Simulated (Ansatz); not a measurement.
# How Al(111) screens a field

Aim: image plane and induced charge of Al(111).

Method: plane-wave DFT, r2SCAN, Ansatz PAW, in Ansatz 0.2.0.

### Step 1. Starting point

The cell holds 5 atoms: 5 Al. Cell: a = 2.864 Å, b = 2.864 Å, c = 27.353 Å, α = 90.0°, β = 90.0°, γ = 60.0°. Vacuum lies along c.

### Step 2. Atoms held, field 0

A sawtooth potential applies the field, turning back in the middle of the vacuum. With the dipole correction the typed value is the field outside the slab. The induced dipole is small, so the SCF threshold is tight.

File input.yaml:

```yaml
crystal:
  lattice:
    - [2.8637824638, 0.0, 0.0]
    - [1.4318912319, 2.4801083646, 0.0]
    - [0.0, 0.0, 27.3530743609]
  atoms:
    - { symbol: Al, position: [0.6666666667, 0.6666666667, 0.329030656] }
    - { symbol: Al, position: [0.0, 0.0, 0.414515328] }
    - { symbol: Al, position: [0.3333333333, 0.3333333333, 0.5] }
    - { symbol: Al, position: [0.6666666667, 0.6666666667, 0.585484672] }
    - { symbol: Al, position: [0.0, 0.0, 0.670969344] }
kpoints:
  mp_grid: { grid: [24, 24, 1] }
hamiltonian:
  xc: r2scan
scf:
  occupations: { method: fermi_dirac, width: 0.1 }
  convergence: { dr2_threshold: 1.0e-10 }
efield:
  axis: 3
  dipole_correction: true
  ramp_position: 0.97
  ramp_width: 0.06
  amplitude: 0
output:
  forces: true
  write_potential: true
  write_density: true
  volumetric_format: npy
```

The run is started by

```console
$ ansatz run input.yaml --threads 2 --pin off --max-ram 3072MiB --backend cpu --events-out ev --progress --plain --runs-dir out
```

Numbers of over 12 decimals in the logs are rounded to 6 here.

Output:

```text
Engine: ansatz 0.2.0, x86_64-unknown-linux-gnu
Pseudopotentials: kind: paw
Pseudopotential: Al, paw, valence charge 3, recommended cutoff 500 eV (meta_gga), Al.paw.azcp
Functional definition: r2SCAN
  parameter k0 = 0.174
  parameter k1 = 0.065
  parameter a1 = 4.9479
  exchange = r2scan_x(k0 = k0, k1 = k1, a1 = a1)
  correlation = r2scan_c
Crystal: 5 atoms, lattice volume = 194.275 Å³
Basis set: ecut = 500 eV, 4923 PW (Γ), exchange–correlation on 96×96×800 points (64 copies of the dense FFT grid, shifted against one another)
Bands: 13, of which v1, the nominal top of the filled ones, is band 8 counted from 1 (7 counted from 0)
Symmetry: 6 space group operations
k-points: 61 of 576 (time reversal used)
Non-local potential: Al, projectors of the file, l = 0: 2, l = 1: 2, l = 2: 1
PAW form: soft (Blöchl's): semilocal exchange-correlation on the pseudo side does not see the compensation charge
PAW frozen core: Al, regenerated for the run's functional (the file was generated under x = pbe(κ = 0.804, μ = 0.219515), c = pbe(β = 0.066725))
PAW one-centre angular grid: Al, 302 points (default); XC on 160 Gauss nodes
Initial density: superposition of atomic densities (neutral atoms: chi_scale 0, normalization atom), corrected by the library's trained network
Initial wavefunctions: pseudopotential atomic-orbital guess
Functional: x = r2scan, c = r2scan; τ floored in thin density (d = 2e-4 eV/Å³)
SCF iter   1: F=—  HF=-2701.170519 eV  |F-HF|=—  |Δ(HF+E_count)|=         —  Δρ=2.33e-3  dr2=2.50e-2  dr2_τ=1.81e-2  ethr=1.77e-3  p=0.000 e·Å  D=1.61e-14 V/Å  ΔV_dip=-0.00 eV  dr2_dipole=2.18e-8  V_vac-E_F(+/−)=3.95/3.95 eV  ⟨swp⟩=8.8  Hψ=6585  notcnv=0
efield: sawtooth ramp at fractional position 0.9700 (set: `efield.ramp_position`, or a place that a band, a saddle search or an elastic batch's reference lends), width 0.0600; the density the first Hamiltonian is built on has a dipole p = 0.000 e·Å; the dipole correction subtracts the counter field D = 1.61e-14 V/Å, which shifts the + side's vacuum level by -0.00 eV against the − side's; the planar-averaged density in the ramp window peaks in size at 8.0e-6 e/Å³
preconditioner: auto → LDOS  [metal: Δε(μ)=0.058 eV  Ē_g=7.174 eV  σ=0.100 eV  W_gap=0.14  n_scr=14 (ndim 8)  ℏωp=10.3 eV  f_vac=0.480  D(μ)=2.17/eV (n_scr^D=12)  β→1.0]
SCF iter   2: F=—  HF=-2701.204450 eV  |F-HF|=—  |Δ(HF+E_count)|=   3.39e-2  Δρ=7.68e-4  dr2=1.20e-3  dr2_τ=5.76e-6  ethr=1.67e-4  p=-0.000 e·Å  D=-9.31e-7 V/Å  ΔV_dip=0.00 eV  dr2_dipole=1.48e-8  V_vac-E_F(+/−)=4.13/4.13 eV  ⟨swp⟩=2.7  Hψ=2071  notcnv=0  defer=18
SCF iter   3: F=—  HF=-2701.204714 eV  |F-HF|=—  |Δ(HF+E_count)|=   2.64e-4  Δρ=1.40e-4  dr2=7.36e-5  dr2_τ=3.22e-7  ethr=7.97e-6  p=0.000 e·Å  D=3.69e-6 V/Å  ΔV_dip=-0.00 eV  dr2_dipole=5.95e-10  V_vac-E_F(+/−)=4.15/4.15 eV  ⟨swp⟩=2.4  Hψ=1320  notcnv=0  defer=18
SCF iter   4: F=—  HF=-2701.204753 eV  |F-HF|=—  |Δ(HF+E_count)|=   3.83e-5  Δρ=4.50e-5  dr2=6.84e-6  dr2_τ=3.82e-8  ethr=4.90e-7  p=0.000 e·Å  D=3.48e-7 V/Å  ΔV_dip=-0.00 eV  dr2_dipole=4.18e-11  V_vac-E_F(+/−)=4.16/4.16 eV  ⟨swp⟩=2.5  Hψ=1328  notcnv=0  defer=18
SCF iter   5: F=—  HF=-2701.204757 eV  |F-HF|=—  |Δ(HF+E_count)|=   4.81e-6  Δρ=1.43e-5  dr2=5.57e-7  dr2_τ=2.27e-9  ethr=4.56e-8  p=0.000 e·Å  D=1.10e-7 V/Å  ΔV_dip=-0.00 eV  dr2_dipole=3.70e-11  V_vac-E_F(+/−)=4.16/4.16 eV  ⟨swp⟩=2.7  Hψ=1297  notcnv=0  defer=18
SCF iter   6: F=—  HF=-2701.204741 eV  |F-HF|=—  |Δ(HF+E_count)|=   1.69e-5  Δρ=4.44e-6  dr2=4.14e-8  dr2_τ=1.76e-10  ethr=3.71e-9  p=-0.000 e·Å  D=-1.92e-8 V/Å  ΔV_dip=0.00 eV  dr2_dipole=9.80e-14  V_vac-E_F(+/−)=4.16/4.16 eV  ⟨swp⟩=2.6  Hψ=1304  notcnv=0  defer=18
SCF iter   7: F=—  HF=-2701.204741 eV  |F-HF|=—  |Δ(HF+E_count)|=   4.17e-8  Δρ=6.59e-7  dr2=1.03e-9  dr2_τ=2.90e-12  ethr=2.76e-10  p=0.000 e·Å  D=2.79e-8 V/Å  ΔV_dip=-0.00 eV  dr2_dipole=3.79e-13  V_vac-E_F(+/−)=4.16/4.16 eV  ⟨swp⟩=2.8  Hψ=1312  notcnv=0  defer=18
iter 8 met the thresholds in force, and the SCF goes on: an eigenvalue changes by 1.36 meV, over its tolerance of 1.01 meV (output.eigenvalues, Limitations)
SCF iter   8: F=-2701.204741 eV  HF=-2701.204741 eV  |F-HF|=4.37e-11  |Δ(HF+E_count)|=   1.41e-9  Δρ=4.77e-8  dr2=8.56e-12  dr2_τ=3.29e-14  ethr=1.00e-12  p=-0.000 e·Å  D=-2.85e-8 V/Å  ΔV_dip=0.00 eV  dr2_dipole=7.30e-14  V_vac-E_F(+/−)=4.16/4.16 eV  ⟨swp⟩=11.4  Hψ=5523  notcnv=0
SCF iter   9: F=-2701.204741 eV  HF=-2701.204741 eV  |F-HF|=4.09e-12  |Δ(HF+E_count)|=  3.96e-11  Δρ=1.63e-8  dr2=1.58e-12  dr2_τ=5.97e-15  ethr=1.00e-12  p=0.000 e·Å  D=1.41e-8 V/Å  ΔV_dip=-0.00 eV  dr2_dipole=2.37e-14  V_vac-E_F(+/−)=4.16/4.16 eV  ⟨swp⟩=5.8  Hψ=3958  notcnv=0
SCF 1 converged in 9 iterations: F = -2701.204741 eV  dr2 = 1.58e-12
  greatest PAW one-centre occupation: 0.453 electrons in one spin orbital (limit 2), on the Al atom at site 0 (counted from 0), in its partial waves of l = 0
WARN: The output density's exchange-correlation potential varies sharply where the density is thin. Do not read a vacuum level from v_tot or v_xc, or from such a field of the output density. On a cell that repeats whose density bears no net charge and no dipole along the vacuum's axis use v_es (v_loc + v_h of the components); under efield.dipole_correction with no amplitude use v_es + v_field, which holds any externa [...]
SCF converged after 9 iterations
an eigenvalue changed by more than its tolerance at an iteration that met the thresholds in force, so the SCF went on 1 time: the last check found none over its tolerance
Free energy (F): -2701.204741 eV
Harris-Foulkes:  -2701.204741 eV  (|F-HF|=4.09e-12)
Internal energy: -2701.133515 eV  (E = F + TS)
E sigma→0 (E₀):  -2701.169128 eV
Entropy (-TS):   -0.071226 eV (-14.245 meV/atom)
Fermi energy:    1.038799 eV
Dipole field:    D = 0.000000 V/Å  (p = 0.000000 e·Å, saw-weighted, corrected)
Work function:   Φ+ = 4.1643 eV   Φ− = 4.1644 eV
Levels:          The Fermi level and band energies are counted from a zero that moves with the ramp; work functions are not
--- Per-component energies (eV) ---
  E_band       = -51.477155
  E_kinetic    = 110.658421
  E_local      = -4258.560133  (includes V_loc(G=0)·N_el)
  E_nonlocal   = 48.178811
  E_hartree    = 2105.404490
  E_xc         = -180.811180
  E_vxc        = -151.956648  (∫ρ·V_xc dr)
  E_paw        = -2365.121947  (= ΣΔE_a)
  E_vpaw       = -16.660834  (= ΣTr[D̂ρ^β])
  E_aug_tail   = -0.000004  (compensation charges beyond the density's cutoff)
  E_vtau       = 6.054220  (kinetic-family band-sum trace: ∫τ·v_τ [+ j·A + Jᵃ·Aᵃ] dr)
  E_efield     = 0.000000  (sawtooth field / dipole correction)
  E_vefield    = 0.000000  (∫n·V_field dr)
  E_ewald      = 1839.418566
  E_core_change = -0.300540  (= ΣΔE_core)
  E_smearing   = -0.071226  (= −TS)
  E_closure    = -0.000000  (closes the sum)
  Σ components = -2701.204741   (vs F -2701.204741, Δ=0.00e0)
--- Forces (eV/Å), atoms counted from 1 ---
  atom   1  Al     0.00000000     0.00000000     0.05038012
  atom   2  Al     0.00000000     0.00000000     0.06842514
  atom   3  Al     0.00000000     0.00000000     0.00000047
  atom   4  Al    -0.00000000    -0.00000000    -0.06842604
  atom   5  Al     0.00000000    -0.00000000    -0.05037962
  max |Σ_I F_I| component: 6.87e-8 eV/Å
--- Band table (eV; the first three rows and the last of 61) ---
  k-point 0: bands = [... 4 lower, -4.8772, -2.8436, -0.1931, 2.3650, 4.3662, 5.2829, 5.4160, 6.6803, ... 1 higher]
  k-point 1: bands = [... 4 lower, -4.8338, -2.8016, -0.1516, 2.4055, 4.4068, 5.3244, 5.4577, 6.7198, ... 1 higher]
  k-point 2: bands = [... 4 lower, -4.7035, -2.6756, -0.0273, 2.5261, 4.5277, 5.4484, 5.5823, 6.8364, ... 1 higher]
  k-point 60: bands = [... 4 lower, -1.4854, -1.4854, -0.6464, -0.6464, -0.0871, 0.7071, 1.8952, 1.8952, ... 1 higher]
```

It took 16 s on 2 threads of Intel Xeon Platinum 8488C (Sapphire Rapids), shared host; peak memory 0.92 GiB; 31 s of CPU time.

This step gave:

```yaml
energy_at_zero_smearing: -2701.1691 eV
work_function_upper_face: 4.164 eV
dipole_along_the_normal: 2.41e-7 e·Å
```

Running mean over 2.338 Å of the planar mean; the ramp of the sawtooth is left out. Electron's electrostatic potential energy less the Fermi level against z:

| z (Å) | electron's electrostatic potential energy less the Fermi level (eV) |
| --- | --- |
| 3.5 | 4.16 |
| 4.0 | 4.16 |
| 4.5 | 4.16 |
| 5.0 | 4.16 |
| 5.5 | 4.14 |
| 6.0 | 4.07 |
| 6.5 | 3.83 |
| 7.0 | 3.04 |
| 7.5 | 1.08 |
| 8.0 | -1.32 |
| 8.5 | -3.47 |
| 9.0 | -4.41 |
| 9.5 | -4.56 |
| 10.0 | -4.59 |
| 10.5 | -4.61 |
| 11.0 | -4.62 |
| 11.5 | -4.61 |
| 12.0 | -4.62 |
| 12.5 | -4.62 |
| 13.0 | -4.61 |
| 13.5 | -4.61 |
| 14.0 | -4.61 |
| 14.5 | -4.61 |
| 15.0 | -4.62 |
| 15.5 | -4.62 |
| 16.0 | -4.61 |
| 16.5 | -4.62 |
| 17.0 | -4.61 |
| 17.5 | -4.58 |
| 18.0 | -4.55 |
| 18.5 | -4.26 |
| 19.0 | -2.92 |
| 19.5 | -0.616 |
| 20.0 | 1.76 |
| 20.5 | 3.38 |
| 21.0 | 3.93 |
| 21.5 | 4.10 |
| 22.0 | 4.15 |
| 22.5 | 4.16 |
| 23.0 | 4.16 |
| 23.5 | 4.16 |
| 24.0 | 4.16 |

Force by atom:

| atom | x (eV/Å) | y (eV/Å) | z (eV/Å) | size |
| --- | --- | --- | --- | --- |
| Al1 | 0.0000 | 0.0000 | 0.0504 | 0.0504 |
| Al2 | 0.0000 | 0.0000 | 0.0684 | 0.0684 |
| Al3 | 0.0000 | 0.0000 | 0.0000 | 0.0000 |
| Al4 | 0.0000 | 0.0000 | -0.0684 | 0.0684 |
| Al5 | 0.0000 | 0.0000 | -0.0504 | 0.0504 |

The work function of the upper face is 4.16 eV.

### Step 3. Atoms held, field 0.05 V/Å

Changes to input.yaml since step 2:

```diff
@@ -23,3 +23,3 @@
   ramp_width: 0.06
-  amplitude: 0
+  amplitude: 0.05
 output:
```

Output:

```text
[...]
Crystal: 5 atoms, lattice volume = 194.275 Å³
Basis set: ecut = 500 eV, 4923 PW (Γ), exchange–correlation on 96×96×800 points (64 copies of the dense FFT grid, shifted against one another)
Bands: 13, of which v1, the nominal top of the filled ones, is band 8 counted from 1 (7 counted from 0)
Symmetry: 6 space group operations
k-points: 61 of 576 (time reversal used)
[...]
k-point 0: bands = [... 4 lower, -4.8774, -2.8437, -0.1933, 2.3646, 4.3590, 5.2239, 5.4587, 6.6679, ... 1 higher]
  k-point 1: bands = [... 4 lower, -4.8339, -2.8017, -0.1518, 2.4050, 4.3997, 5.2654, 5.5004, 6.7074, ... 1 higher]
  k-point 2: bands = [... 4 lower, -4.7037, -2.6757, -0.0275, 2.5257, 4.5207, 5.3894, 5.6249, 6.8240, ... 1 higher]
  k-point 60: bands = [... 4 lower, -1.4857, -1.4855, -0.6466, -0.6465, -0.0872, 0.7070, 1.8943, 1.8958, ... 1 higher]
[key lines of the parts left out:]
SCF converged after 10 iterations
Free energy (F): -2701.205370 eV
Fermi energy:    1.038638 eV
Dipole field:    D = 0.023436 V/Å  (p = 0.025161 e·Å, saw-weighted, corrected)
```

Elapsed: 16 s, on 2 threads; peak memory 0.92 GiB; 32 s of CPU time.

The dipole is 0.0252 e·Å.

### Step 4. Atoms held, field -0.05 V/Å

Changes to input.yaml since step 3:

```diff
@@ -23,3 +23,3 @@
   ramp_width: 0.06
-  amplitude: 0.05
+  amplitude: -0.05
 output:
```

Output:

```text
[...]
Crystal: 5 atoms, lattice volume = 194.275 Å³
Basis set: ecut = 500 eV, 4923 PW (Γ), exchange–correlation on 96×96×800 points (64 copies of the dense FFT grid, shifted against one another)
Bands: 13, of which v1, the nominal top of the filled ones, is band 8 counted from 1 (7 counted from 0)
Symmetry: 6 space group operations
k-points: 61 of 576 (time reversal used)
[...]
k-point 0: bands = [... 4 lower, -4.8774, -2.8437, -0.1933, 2.3646, 4.3590, 5.2239, 5.4587, 6.6679, ... 1 higher]
  k-point 1: bands = [... 4 lower, -4.8339, -2.8017, -0.1518, 2.4050, 4.3997, 5.2654, 5.5004, 6.7074, ... 1 higher]
  k-point 2: bands = [... 4 lower, -4.7037, -2.6757, -0.0275, 2.5257, 4.5207, 5.3894, 5.6249, 6.8240, ... 1 higher]
  k-point 60: bands = [... 4 lower, -1.4857, -1.4855, -0.6466, -0.6465, -0.0872, 0.7070, 1.8943, 1.8958, ... 1 higher]
[key lines of the parts left out:]
SCF converged after 10 iterations
Free energy (F): -2701.205370 eV
Fermi energy:    1.038638 eV
Dipole field:    D = -0.023436 V/Å  (p = -0.025161 e·Å, saw-weighted, corrected)
```

Elapsed: 17 s, on 2 threads; peak memory 0.92 GiB.

The dipole is -0.0252 e·Å.

### Step 5. Single point, field 0.1 V/Å

Changes to input.yaml since step 4:

```diff
@@ -23,3 +23,3 @@
   ramp_width: 0.06
-  amplitude: -0.05
+  amplitude: 0.1
 output:
```

Output:

```text
[...]
Crystal: 5 atoms, lattice volume = 194.275 Å³
Basis set: ecut = 500 eV, 4923 PW (Γ), exchange–correlation on 96×96×800 points (64 copies of the dense FFT grid, shifted against one another)
Bands: 13, of which v1, the nominal top of the filled ones, is band 8 counted from 1 (7 counted from 0)
Symmetry: 6 space group operations
k-points: 61 of 576 (time reversal used)
[...]
k-point 0: bands = [... 4 lower, -4.8778, -2.8442, -0.1938, 2.3632, 4.3368, 5.1175, 5.5178, 6.6470, ... 1 higher]
  k-point 1: bands = [... 4 lower, -4.8344, -2.8022, -0.1523, 2.4037, 4.3775, 5.1589, 5.5594, 6.6865, ... 1 higher]
  k-point 2: bands = [... 4 lower, -4.7042, -2.6762, -0.0280, 2.5243, 4.4989, 5.2825, 5.6838, 6.8029, ... 1 higher]
  k-point 60: bands = [... 4 lower, -1.4862, -1.4859, -0.6472, -0.6469, -0.0877, 0.7065, 1.8931, 1.8961, ... 1 higher]
[key lines of the parts left out:]
SCF converged after 10 iterations
Free energy (F): -2701.207257 eV
Fermi energy:    1.038156 eV
Dipole field:    D = 0.046873 V/Å  (p = 0.050325 e·Å, saw-weighted, corrected)
```

Wall time 16 s (2 threads); peak memory 0.91 GiB.

The dipole is 0.0503 e·Å.

### Step 6. Atoms held, field -0.1 V/Å

Changes to input.yaml since step 5:

```diff
@@ -23,3 +23,3 @@
   ramp_width: 0.06
-  amplitude: 0.1
+  amplitude: -0.1
 output:
```

Output:

```text
[...]
Crystal: 5 atoms, lattice volume = 194.275 Å³
Basis set: ecut = 500 eV, 4923 PW (Γ), exchange–correlation on 96×96×800 points (64 copies of the dense FFT grid, shifted against one another)
Bands: 13, of which v1, the nominal top of the filled ones, is band 8 counted from 1 (7 counted from 0)
Symmetry: 6 space group operations
k-points: 61 of 576 (time reversal used)
[...]
k-point 0: bands = [... 4 lower, -4.8778, -2.8442, -0.1938, 2.3632, 4.3368, 5.1175, 5.5178, 6.6470, ... 1 higher]
  k-point 1: bands = [... 4 lower, -4.8344, -2.8022, -0.1523, 2.4037, 4.3775, 5.1589, 5.5594, 6.6865, ... 1 higher]
  k-point 2: bands = [... 4 lower, -4.7042, -2.6762, -0.0280, 2.5243, 4.4989, 5.2825, 5.6838, 6.8029, ... 1 higher]
  k-point 60: bands = [... 4 lower, -1.4862, -1.4859, -0.6472, -0.6469, -0.0877, 0.7065, 1.8931, 1.8961, ... 1 higher]
[key lines of the parts left out:]
SCF converged after 10 iterations
Free energy (F): -2701.207257 eV
Fermi energy:    1.038156 eV
Dipole field:    D = -0.046873 V/Å  (p = -0.050325 e·Å, saw-weighted, corrected)
```

It took 16 s on 2 threads; peak memory 0.92 GiB.

The dipole is -0.0503 e·Å.

### Step 7. Single point, field 0.2 V/Å

Changes to input.yaml since step 6:

```diff
@@ -23,3 +23,3 @@
   ramp_width: 0.06
-  amplitude: -0.1
+  amplitude: 0.2
 output:
```

Output:

```text
[...]
Crystal: 5 atoms, lattice volume = 194.275 Å³
Basis set: ecut = 500 eV, 4923 PW (Γ), exchange–correlation on 96×96×800 points (64 copies of the dense FFT grid, shifted against one another)
Bands: 13, of which v1, the nominal top of the filled ones, is band 8 counted from 1 (7 counted from 0)
Symmetry: 6 space group operations
k-points: 61 of 576 (time reversal used)
[...]
k-point 0: bands = [... 4 lower, -4.8797, -2.8461, -0.1960, 2.3576, 4.2355, 4.8834, 5.5811, 6.6235, ... 1 higher]
  k-point 1: bands = [... 4 lower, -4.8362, -2.8041, -0.1545, 2.3981, 4.2767, 4.9244, 5.6225, 6.6629, ... 1 higher]
  k-point 2: bands = [... 4 lower, -4.7060, -2.6781, -0.0302, 2.5188, 4.3996, 5.0469, 5.7462, 6.7790, ... 1 higher]
  k-point 60: bands = [... 4 lower, -1.4883, -1.4877, -0.6493, -0.6487, -0.0896, 0.7046, 1.8898, 1.8956, ... 1 higher]
[key lines of the parts left out:]
SCF converged after 10 iterations
Free energy (F): -2701.214806 eV
Fermi energy:    1.036218 eV
Dipole field:    D = 0.093764 V/Å  (p = 0.100667 e·Å, saw-weighted, corrected)
```

Wall time 16 s (2 threads); peak memory 0.92 GiB.

The dipole is 0.101 e·Å.

### Step 8. Atoms held, field -0.2 V/Å

Changes to input.yaml since step 7:

```diff
@@ -23,3 +23,3 @@
   ramp_width: 0.06
-  amplitude: 0.2
+  amplitude: -0.2
 output:
```

Output:

```text
[...]
Crystal: 5 atoms, lattice volume = 194.275 Å³
Basis set: ecut = 500 eV, 4923 PW (Γ), exchange–correlation on 96×96×800 points (64 copies of the dense FFT grid, shifted against one another)
Bands: 13, of which v1, the nominal top of the filled ones, is band 8 counted from 1 (7 counted from 0)
Symmetry: 6 space group operations
k-points: 61 of 576 (time reversal used)
[...]
k-point 0: bands = [... 4 lower, -4.8797, -2.8461, -0.1960, 2.3576, 4.2355, 4.8833, 5.5810, 6.6235, ... 1 higher]
  k-point 1: bands = [... 4 lower, -4.8362, -2.8041, -0.1545, 2.3981, 4.2767, 4.9244, 5.6225, 6.6628, ... 1 higher]
  k-point 2: bands = [... 4 lower, -4.7060, -2.6781, -0.0302, 2.5188, 4.3996, 5.0469, 5.7462, 6.7790, ... 1 higher]
  k-point 60: bands = [... 4 lower, -1.4883, -1.4877, -0.6493, -0.6487, -0.0896, 0.7046, 1.8898, 1.8956, ... 1 higher]
[key lines of the parts left out:]
SCF converged after 10 iterations
Free energy (F): -2701.214806 eV
Fermi energy:    1.036218 eV
Dipole field:    D = -0.093764 V/Å  (p = -0.100667 e·Å, saw-weighted, corrected)
```

Run time: 15 s. Hardware: 2 threads; peak memory 0.92 GiB.

The dipole is -0.101 e·Å.

[end of part 1 of 2]

[Logs are printed without paths, hosts, clocks, repeated set-up lines and the standing remarks that a program may print on its own settings, such as how far it seeks lower states.]

[Hosts, paths, dates, database ids (printed as entryN), source tags and the programs' standing remarks are cut or masked in the printed files.]

[Maps of the electrostatic potential energy from Ansatz leave out the sawtooth potential of an applied field or a dipole correction, so their vacuum need not be flat; planar profiles and work functions include it.]
